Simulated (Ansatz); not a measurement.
# CmAs: Hubbard U from linear response

Aim: a Hubbard U for Cm in CmAs from linear response, and how it converges.

Method: functionals named at each step; plane waves, collinear spin, no spin–orbit coupling, in Ansatz 0.2.0.

In doubt: an open 5f shell, unless half filled, can sit in one of many states, so energies may not be the lowest and differences between runs may mislead; warnings of the run leave room for a lower electronic state (in some of the runs), so energies may not be the lowest and differences between runs may mislead.

## (1) Set-up

The structure is cubic, space group Fm-3m (No. 225). The conventional cell has a = 5.901 Å, b = 5.901 Å, c = 5.901 Å, α = 90.00°, β = 90.00°, γ = 90.00°. Nearest to Cm lie 6 As at 2.95 Å. Nearest to As lie 6 Cm at 2.95 Å. Farther neighbours are not listed.

For 5f shells spin–orbit coupling is as large as these effects and is left out here, so moments and couplings are those of a spin-only model.

## (2) The magnetic state

The response depends on the magnetic state, so a state is chosen first, with a typed U.

3 starts were run under PBE with U = 4.08 eV on Cm f; the lowest per atom is taken, and its run is shown. Energies are taken at zero occupation width.

input.yaml reads:

```yaml
crystal:
  lattice:
    - [0.0, 2.9505, 2.9505]
    - [2.9505, 0.0, 2.9505]
    - [2.9505, 2.9505, 0.0]
  atoms:
    - { symbol: Cm, position: [0.5, 0.5, 0.5], spin: 7.0 }
    - { symbol: As, position: [0.0, 0.0, 0.0] }
magnetization:
  spin_polarized: true
kpoints:
  mp_grid: { grid: [11, 11, 11] }
hamiltonian:
  xc: pbe
  hubbard: { sites: [{ species: Cm, l: f, u_eff: 4.08 }] }
scf:
  occupations: { method: fermi_dirac, width: 0.1 }
output:
  eigenvalues: true
```

Launch:

```console
$ ansatz run input.yaml --threads 2 --pin off --max-ram 5120MiB --backend cpu --events-out ev --progress --plain --runs-dir out
```

Numbers of over 12 decimals in the logs are rounded to 6 here.

The program printed:

```text
Cm: projections on atomic orbitals take those of the free atom [Xe 4f14 5d10] 5f7 6s2 6p6 6d1 7s2, of charge +0.00 (hamiltonian.pseudopotentials.projection_atoms); the dataset's partial waves leave at most 1.5e-4 of an orbital's norm unspanned inside its sphere
As: projections on atomic orbitals take those of the free atom [Ar] 3d10 4s2 4p3, of charge +0.00 (hamiltonian.pseudopotentials.projection_atoms); the dataset's partial waves leave at most 1.7e-6 of an orbital's norm unspanned inside its sphere
Engine: ansatz 0.2.0, aarch64-unknown-linux-gnu
Pseudopotentials: kind: paw
Pseudopotential: Cm, paw, valence charge 18, recommended cutoff 420 eV (normal), Cm.paw.azcp
Pseudopotential: As, paw, valence charge 15, recommended cutoff 420 eV (normal), As.paw.azcp
Functional definition: PBE
  parameter kappa = 0.804
  parameter beta = 0.066725
  exchange = pbe_x(kappa = kappa, mu = beta*pi^2/3)
  correlation = pbe_c(beta = beta)
Crystal: 2 atoms, lattice volume = 51.371 Å³
Basis set: ecut = 420 eV, 965 PW (Γ)
Bands: 24, of which v1, the nominal top of the filled ones, is band 17 counted from 1 (16 counted from 0)
Symmetry: 48 space group operations
Space group: Fm-3m (ITA 225), of the structure as read, at distance tolerance 3.7e-5 Å
Magnetic group: BNS 225.116 (UNI 1618), of the structure as read, at distance tolerance 3.7e-5 Å
k-points: 56 of 1331
Non-local potential: Cm, projectors of the file, l = 0: 3, l = 1: 2, l = 2: 2, l = 3: 3
Non-local potential: As, projectors of the file, l = 0: 2, l = 1: 2, l = 2: 3, l = 3: 1
[...]
Magnetization: 6.9856 μB (19.9928 up, 13.0072 down)
Absolute magnetization: 7.2706 μB (∫|ρ↑−ρ↓|, with the PAW one-centre terms)
Spin contamination: 0.0515 ħ² per cell (⟨S²⟩ above its minimum at these occupations)
Per-site moments (μB) at R_I (Å): [(6.826186, 1.217081), (-0.133976, 1.217081)]
Free energy (F): -21052.818542 eV
Harris-Foulkes:  -21052.818542 eV  (|F-HF|=6.15e-10)
Internal energy: -21052.810910 eV  (E = F + TS)
E sigma→0 (E₀):  -21052.814726 eV
Entropy (-TS):   -0.007632 eV (-3.816 meV/atom)
Fermi energy:    13.099828 eV
--- Per-component energies (eV) ---
  E_band       = -202.783069
  E_kinetic    = 461.343115
  E_local      = -3433.058674  (includes V_loc(G=0)·N_el)
  E_nonlocal   = 108.731672
  E_hartree    = 1595.729961
  E_xc         = -256.780632
  E_vxc        = -273.504709  (∫ρ·V_xc dr)
  E_hubbard    = 0.203765  (on-site DFT+U / exact-exchange correction)
  E_vhub       = -13.992386  (the Hubbard potential's part of the band-sum identity)
  E_paw        = -15739.897974  (= ΣΔE_a)
  E_vpaw       = -243.760900  (= ΣTr[D̂ρ^β])
  E_aug_tail   = 0.000008  (compensation charges beyond the density's cutoff)
  E_ewald      = -3789.082151
  E_smearing   = -0.007632  (= −TS)
  E_closure    = -0.000000  (closes the sum)
  Σ components = -21052.818542   (vs F -21052.818542, Δ=0.00e0)
--- Band table (eV; the first three rows and the last of 112) ---
  k-point 0 ↑: bands = [... 13 lower, 7.9016, 8.1175, 8.1175, 8.1175, 14.0959, 14.0959, 14.0959, 14.1521, ... 3 higher]
  k-point 1 ↑: bands = [... 13 lower, 7.9109, 8.1039, 8.1039, 8.1181, 12.9074, 13.3019, 13.3019, 14.4068, ... 3 higher]
  k-point 2 ↑: bands = [... 13 lower, 7.9362, 8.0694, 8.0694, 8.1196, 11.5517, 12.3914, 12.3914, 14.7657, ... 3 higher]
  k-point 55 ↓: bands = [... 13 lower, 15.1228, 15.4563, 15.9330, 15.9484, 15.9947, 16.1439, 16.1916, 16.9714, ... 3 higher]
Occupation matrices written to <dir>
[key lines of the parts left out:]
SCF converged after 11 iterations
```

Wall time 6.1 s (2 threads of Arm Neoverse V1, shared host); peak memory 0.49 GiB; 12 s of CPU time.

The column dr2 measures how far the density is from self-consistency, as an energy; F and HF (Harris–Foulkes) agree once it is small.

```
                       start  atoms        final state  energy (meV an atom)
                  parallel +      2      ferromagnetic                   0.0
compensated q=(0,1/2,1/2) +−      4  antiferromagnetic                   5.7
  compensated q=(0,0,1/2) +−      4  antiferromagnetic                   6.0
```

Spin moment in the sphere by atom:

```
atom  spin moment in the sphere (μB)
 Cm1                            6.83
 As2                           -0.13
```

Spin density of the compensated q=(0,1/2,1/2) +− start:

Spin density in the ac plane of the conventional cell at fractional y = 0.000, with atoms of Cm and As within 0.2 Å of it.

Ten even steps from '_' (-8.58 × 1e0 e/Å³) to '@' (8.58 × 1e0 e/Å³), each cell a mean:
```
==++++++++++++##%%**++++++++++++
++++++++++++++++**++++++++++++++
++++++++++++++++++++++++++++++++
========++++++++++++++++========
==========++++====++++==========
================================
::============================--
__::==========++++==++======--..
..--============++============::
--==============================
================================
==========++++++++++++++========
++====++++++++++++++++++++====++
++++++++++++++++++++++++++++++++
++++++++++++++**##++++++++++++++
==++==++++++**%%@@##++++++++====
```
Columns run along a (5.9 Å), rows up along c (5.9 Å), edges of the conventional cell, whose origin can differ from the input's. Atoms in or near the plane, at fractional coordinates: Cm at (0.50, 0.00), Cm at (0.00, 0.50), As at (0.00, 0.00), As at (0.50, 0.50).

## (3) PBE

A run without U, to see what the plain functional makes of this start.

input.yaml, the sections that differ from step 2:

```yaml
crystal:
  lattice:
    - [0.0, 2.9505, 2.9505]
    - [2.9505, 0.0, 2.9505]
    - [2.9505, 2.9505, 0.0]
  atoms:
    - { symbol: Cm, position: [0.5, 0.5, 0.5], spin: 7.5 }
    - { symbol: As, position: [0.0, 0.0, 0.0] }
kpoints:
  mp_grid: { grid: [12, 12, 12] }
hamiltonian:
  xc: pbe
# magnetization, scf, output: as in step 2
```

The program printed:

```text
[...]
Crystal: 2 atoms, lattice volume = 51.371 Å³
Basis set: ecut = 420 eV, 965 PW (Γ)
Bands: 25, of which v1, the nominal top of the filled ones, is band 17 counted from 1 (16 counted from 0)
Symmetry: 48 space group operations
[...]
k-points: 72 of 1728
[...]
Starting moments: Σ|m| = 7.5 μB on 1 of 2 sites
[...]
SCF iter   1: F=—  HF=-21053.501247 eV  |F-HF|=—  |Δ(HF+E_count)|=         —  Δρ=2.56e-2 (↑2.56e-2 ↓2.26e-2)  dr2=1.49e0  dr2_m=2.86e-2  M=6.927 μB ∫|m|=7.110 μB  β_m=0.30  ethr=3.10e-3  ⟨swp⟩=5.3  Hψ=13139  notcnv=0
[...]
SCF iter  11: F=-21053.135066 eV  HF=-21053.135066 eV  |F-HF|=3.38e-9  |Δ(HF+E_count)|=   9.08e-8  Δρ=3.14e-6 (↑3.14e-6 ↓2.27e-6)  dr2=1.74e-8  dr2_m=5.35e-10  M=6.956 μB ∫|m|=7.145 μB  ethr=3.03e-10  ⟨swp⟩=3.2  Hψ=10440  notcnv=0
SCF 1 converged in 11 iterations: F = -21053.135066 eV  dr2 = 1.74e-8
[...]
the search or the solves at the SCF's close seem to have found levels that the self-consistency loop had missed (the run counts 1). By its estimate they hold under 1e-12 electrons; where the run keeps them, the occupations were computed again with them
SCF converged after 11 iterations
Magnetization: 6.9559 μB (19.9780 up, 13.0220 down)
Absolute magnetization: 7.1419 μB (∫|ρ↑−ρ↓|, with the PAW one-centre terms)
[...]
Per-site moments (μB) at R_I (Å): [(6.697293, 1.217081), (-0.089079, 1.217081)]
Free energy (F): -21053.135066 eV
[...]
Internal energy: -21053.122234 eV  (E = F + TS)
E sigma→0 (E₀):  -21053.128650 eV
Entropy (-TS):   -0.012832 eV (-6.416 meV/atom)
Fermi energy:    13.122883 eV
[...]
--- Band table (eV; the first three rows and the last of 144) ---
  k-point 0 ↑: bands = [... 13 lower, 10.1856, 10.4064, 10.4064, 10.4064, 14.1792, 14.1792, 14.1792, 14.2056, ... 4 higher]
  k-point 1 ↑: bands = [... 13 lower, 10.1914, 10.3923, 10.3923, 10.4069, 13.1423, 13.4868, 13.4868, 14.4198, ... 4 higher]
  k-point 2 ↑: bands = [... 13 lower, 10.2076, 10.3568, 10.3568, 10.4083, 12.0183, 12.6596, 12.6596, 14.7661, ... 4 higher]
  k-point 71 ↓: bands = [... 13 lower, 13.9014, 13.9014, 14.1380, 14.1380, 14.2297, 14.2779, 14.4410, 16.9938, ... 4 higher]
```

The job ended after 7.8 s (2 threads; peak memory 0.47 GiB; 15 s of CPU time).

Read from the output:

- magnetization: 6.956 μB
- final state: ferromagnetic
- largest moment: 6.697 μB

## (4) PBE, one cell

The cheapest recipe shifts the site in the one cell.

Edit input.yaml of step 3 so:

```diff
@@ -11,5 +11,6 @@
 kpoints:
-  mp_grid: { grid: [12, 12, 12] }
+  mp_grid: { grid: [8, 8, 8] }
 hamiltonian:
   xc: pbe
+  hubbard: { sites: [{ species: Cm, l: f, u_eff: linear-response }] }
 scf:
```

The program printed:

```text
[...]
davidson cushion auto → off  (block headroom 4 ≥ Hubbard manifold empty extent 4; pin scf.eigensolver.cushion to override)
LR-U cycle 1: input U_eff = [0.000] eV
Crystal: 2 atoms, lattice volume = 51.371 Å³
Basis set: ecut = 420 eV, 965 PW (Γ)
Bands: 25, of which v1, the nominal top of the filled ones, is band 17 counted from 1 (16 counted from 0)
Symmetry: 48 space group operations
[...]
k-points: 29 of 512
[...]
Starting moments: Σ|m| = 7.5 μB on 1 of 2 sites
[...]
iter 1 solved again at ethr=2.42e-2 eV; its pass at ethr=1.00e-1 eV (dr2=7.97e0 eV) is discarded
[...]
SCF iter   7: F=—  HF=-21052.966969 eV  |F-HF|=—  |Δ(HF+E_count)|=   1.77e-1  Δρ=6.56e-3 (↑6.56e-3 ↓5.95e-3)  dr2=1.04e-1  dr2_m=7.18e-5  M=6.958 μB ∫|m|=7.156 μB  β_m=0.30  ethr=1.89e-4  ⟨swp⟩=2.5  Hψ=2825  notcnv=0
[...]
spin-set hold released at iteration 7 (site moments contracting): the magnetisation degrees of freedom join the quasi-Newton model from the next iteration; the mixer history was flushed
SCF iter   8: F=—  HF=-21053.044597 eV  |F-HF|=—  |Δ(HF+E_count)|=   7.76e-2  Δρ=3.19e-3 (↑2.12e-3 ↓3.19e-3)  dr2=2.36e-2  dr2_m=1.75e-4  M=6.957 μB ∫|m|=7.153 μB  β_m=0.58  ethr=1.89e-4  ⟨swp⟩=3.1  Hψ=3232  notcnv=0
[...]
SCF iter  18: F=-21053.132786 eV  HF=-21053.132786 eV  |F-HF|=0.00e0  |Δ(HF+E_count)|=  7.64e-11  Δρ=2.83e-8 (↑2.83e-8 ↓2.25e-8)  dr2=1.26e-12  dr2_m=3.74e-14  M=6.955 μB ∫|m|=7.143 μB  ethr=1.00e-12  ⟨swp⟩=2.0  Hψ=2455  notcnv=0
SCF 1 converged in 18 iterations: F = -21053.132786 eV  dr2 = 1.26e-12
[...]
Starting moments: Σ|m| = 7.5 μB on 1 of 2 sites; this step starts from the density that it was given
[...]
SCF 2 converged in 8 iterations: F = -21053.043418 eV  dr2 = 3.88e-12
[...]
SCF 3 converged in 8 iterations: F = -21053.222169 eV  dr2 = 5.27e-12
LR-U cycle 1: largest |computed − input| of the U and V asked for = 3.2306 eV
LR-U result after 1 cycle(s), on one cell, whose images are shifted too, at d_alpha = 0.0125 eV:
  orbit [0]: n₀ = 7.1500, χ₀ = -0.1375 eV⁻¹, χ = -0.0952 eV⁻¹, U = 3.231 eV (written back: yes)
Signs of the perturbation — the screened responses to the two lie 0.30 % off their mean on orbit [0]
[...]
SCF 4 converged in 12 iterations: F = -21052.861935 eV  dr2 = 1.70e-8
SCF converged after 12 iterations
Magnetization: 6.9788 μB (19.9894 up, 13.0106 down)
Absolute magnetization: 7.2530 μB (∫|ρ↑−ρ↓|, with the PAW one-centre terms)
[...]
Per-site moments (μB) at R_I (Å): [(6.809935, 1.217081), (-0.129198, 1.217081)]
Free energy (F): -21052.861935 eV
[...]
Internal energy: -21052.852816 eV  (E = F + TS)
E sigma→0 (E₀):  -21052.857375 eV
Entropy (-TS):   -0.009118 eV (-4.559 meV/atom)
Fermi energy:    13.087266 eV
[...]
--- Band table (eV; the first three rows and the last of 58) ---
  k-point 0 ↑: bands = [... 13 lower, 8.3562, 8.5723, 8.5723, 8.5723, 14.1132, 14.1132, 14.1132, 14.1562, ... 4 higher]
  k-point 1 ↑: bands = [... 13 lower, 8.3728, 8.5469, 8.5469, 8.5734, 12.4137, 12.9626, 12.9626, 14.5439, ... 4 higher]
  k-point 2 ↑: bands = [... 13 lower, 8.4136, 8.4916, 8.4916, 8.5760, 10.6576, 11.8248, 11.8248, 15.0168, ... 4 higher]
  k-point 28 ↓: bands = [... 13 lower, 15.0341, 15.0341, 15.5486, 15.5486, 15.6043, 15.7391, 15.8064, 17.2265, ... 4 higher]
Occupation matrices written to <dir>
```

It took 11 s on 2 threads; peak memory 0.41 GiB; 21 s of CPU time.

Bare and screened response, and U:

```
site  electrons  χ₀ (1/eV)  χ (1/eV)  U (eV)
 Cm1      7.150    -0.1375  -0.09521    3.23
```

For Cm1 the on-site elements alone give 1/χ₀ − 1/χ = 3.23 eV, the inverses of the full matrices 3.23 eV, and the program reports 3.23 eV. The state, moments and gap printed next belong to the closing SCF at this U.

Numbers from this step:

| Item | Value |
| --- | --- |
| magnetization | 6.979 μB |
| final state | ferromagnetic |
| largest moment | 6.81 μB |

U on Cm is 3.23 eV. All images of the site are shifted together here, so the value is not converged.

## (5) PBE, q-mesh 2×2×2

A mesh of wavevectors stands for a supercell in which the shifted site is farther from its images.

Edit input.yaml of step 4 so:

```diff
@@ -14,3 +14,5 @@
   xc: pbe
-  hubbard: { sites: [{ species: Cm, l: f, u_eff: linear-response }] }
+  hubbard:
+    sites: [{ species: Cm, l: f, u_eff: linear-response }]
+    lr: { qmesh: [2, 2, 2] }
 scf:
```

The program printed:

```text
[...]
LR-U cycle 1: input U_eff = [0.000] eV
Crystal: 2 atoms, lattice volume = 51.371 Å³
Basis set: ecut = 420 eV, 965 PW (Γ)
Bands: 25, of which v1, the nominal top of the filled ones, is band 17 counted from 1 (16 counted from 0)
Symmetry: 48 space group operations
[...]
k-points: 29 of 512
[...]
Starting moments: Σ|m| = 7.5 μB on 1 of 2 sites
[...]
SCF iter  18: F=-21053.132786 eV  HF=-21053.132786 eV  |F-HF|=0.00e0  |Δ(HF+E_count)|=  7.64e-11  Δρ=2.83e-8 (↑2.83e-8 ↓2.25e-8)  dr2=1.26e-12  dr2_m=3.74e-14  M=6.955 μB ∫|m|=7.143 μB  ethr=1.00e-12  ⟨swp⟩=2.0  Hψ=2455  notcnv=0
SCF 1 converged in 18 iterations: F = -21053.132786 eV  dr2 = 1.26e-12
[...]
LR-U reference ψ shed before the perturbed-orbit SCFs — 0.02 GiB of wavefunction and exchange-operator storage released
NSCF: frozen V_eff on 29 k-points
[...]
DFPT response loops at q = (0, 0, -0.5) (fractional): preconditioner auto → Kerker (q_TF=auto, 2.534 Å⁻¹) (partly filled bands, converged f_vac=0.000); β = 1.00, the filter's whole step (`scf.mixing.beta` (0.30) is not read by the response loops under this deck's `scf.mixing.preconditioner`; to damp them name `kerker` or `kerker_dos`, under which they read `scf.mixing.beta`, and type it under 1.00, their step now; both keys bind the ground state too); Broyden in place of MSR1
[...]
LR-U cycle 1: largest |computed − input| of the U and V asked for = 3.8780 eV
LR-U result after 1 cycle(s), on the 2×2×2 q mesh at shift [0, 0, 0]:
[...]
q = [0.0000, 0.0000, 0.0000], weight 0.1250: sites [0] shifted on 29 pairs of k-points with 33 bands, 6 passes, the loops' stops and last bands leave some 4.2e-5 eV⁻¹ in χ
[...]
SCF 2 converged in 12 iterations: F = -21052.826149 eV  dr2 = 2.11e-8
SCF converged after 12 iterations
Magnetization: 6.9803 μB (19.9902 up, 13.0098 down)
Absolute magnetization: 7.2640 μB (∫|ρ↑−ρ↓|, with the PAW one-centre terms)
[...]
Per-site moments (μB) at R_I (Å): [(6.821766, 1.217081), (-0.133282, 1.217081)]
Free energy (F): -21052.826149 eV
[...]
Internal energy: -21052.817039 eV  (E = F + TS)
E sigma→0 (E₀):  -21052.821594 eV
Entropy (-TS):   -0.009110 eV (-4.555 meV/atom)
Fermi energy:    13.081608 eV
[...]
--- Band table (eV; the first three rows and the last of 58) ---
  k-point 0 ↑: bands = [... 13 lower, 8.0092, 8.2250, 8.2250, 8.2250, 14.1008, 14.1008, 14.1008, 14.1541, ... 4 higher]
  k-point 1 ↑: bands = [... 13 lower, 8.0263, 8.2002, 8.2002, 8.2261, 12.3983, 12.9514, 12.9514, 14.5405, ... 4 higher]
  k-point 2 ↑: bands = [... 13 lower, 8.0685, 8.1457, 8.1457, 8.2287, 10.6212, 11.8148, 11.8148, 15.0129, ... 4 higher]
  k-point 28 ↓: bands = [... 13 lower, 15.2396, 15.2396, 15.8517, 15.8517, 15.9022, 16.0465, 16.0979, 17.3192, ... 4 higher]
Occupation matrices written to <dir>
```

Elapsed: 50 s, on 2 threads; peak memory 0.64 GiB; 99 s of CPU time.

Site by site:

```csv
site,electrons,χ₀ (1/eV),χ (1/eV),U (eV)
Cm1,7.150,-0.1716,-0.1029,3.88
```

For Cm1 the on-site elements alone give 1/χ₀ − 1/χ = 3.89 eV, the inverses of the full matrices 3.86 eV, and the program reports 3.88 eV, after an interpolation towards a dense mesh that it makes on unshifted meshes and on single cells of several shells. The state, moments and gap printed next belong to the closing SCF at this U.

Numbers from this step:

| Property | Result |
| --- | --- |
| magnetization | 6.98 μB |
| final state | ferromagnetic |
| largest moment | 6.822 μB |

U on Cm is 3.88 eV here against 3.23 eV (+20 %) in the run that differs in the way the response is sampled alone (PBE, one cell), at 4.7 times its CPU time. Only one of the two values carries the program's interpolation, which is part of the difference.

## (6) PBE, one cell, from U = 15 eV

This input is changed on purpose, to see how the response run answers a poor choice.

input.yaml, the sections that differ from step 5:

```yaml
kpoints:
  mp_grid: { grid: [11, 11, 11] }
hamiltonian:
  xc: pbe
  hubbard:
    sites: [{ species: Cm, l: f, u_eff: linear-response, starting_u: 15.0 }]
scf:
  occupations: { method: fermi_dirac, width: 0.1 }
  max_iter: 100
# crystal, magnetization, output: as in step 5
```

The program printed:

```text
[...]
LR-U cycle 1: input U_eff = [15.000] eV
Crystal: 2 atoms, lattice volume = 51.371 Å³
Basis set: ecut = 420 eV, 965 PW (Γ)
Bands: 25, of which v1, the nominal top of the filled ones, is band 17 counted from 1 (16 counted from 0)
Symmetry: 48 space group operations
[...]
k-points: 56 of 1331
[...]
Starting moments: Σ|m| = 7.5 μB on 1 of 2 sites
[...]
k-point 1 ↑: bands = [... 13 lower, 9.1904, 9.3852, 9.3852, 9.4007, 12.9614, 13.3484, 13.3484, 14.4222, ... 4 higher]
  k-point 2 ↑: bands = [... 13 lower, 9.2129, 9.3479, 9.3479, 9.4022, 11.6576, 12.4421, 12.4421, 14.7831, ... 4 higher]
  k-point 55 ↓: bands = [... 13 lower, 14.4378, 14.5884, 14.8553, 14.8734, 14.9346, 15.0437, 15.1499, 16.6378, ... 4 higher]
Occupation matrices written to <dir>
[key lines of the parts left out:]
SCF converged after 12 iterations
Magnetization: 6.9776 μB (19.9888 up, 13.0112 down)
Free energy (F): -21052.967201 eV
Fermi energy:    13.116575 eV
```

Wall time 18 s (2 threads); peak memory 0.48 GiB.

The SCF loop closed, but a setting was changed on purpose, so the numbers serve as a test and not as the result.

The fault put into the input: a starting U far too large.

It printed U = 1.73 eV for Cm.

(Continued in part 2 of 2.)

[Logs and program files are shortened in this print: banners, set-up blocks, solver, clock and traceback lines can be left out without a mark of their own.]

[Logs are printed without paths, hosts, clocks, repeated set-up lines and the standing remarks that a program may print on its own settings, such as how far it seeks lower states.]

[Hosts, paths, dates, database ids (printed as entryN), source tags and the programs' standing remarks are cut or masked in the printed files.]

[Where a cell is said to come from a database of computed structures, the database is the Materials Project.]
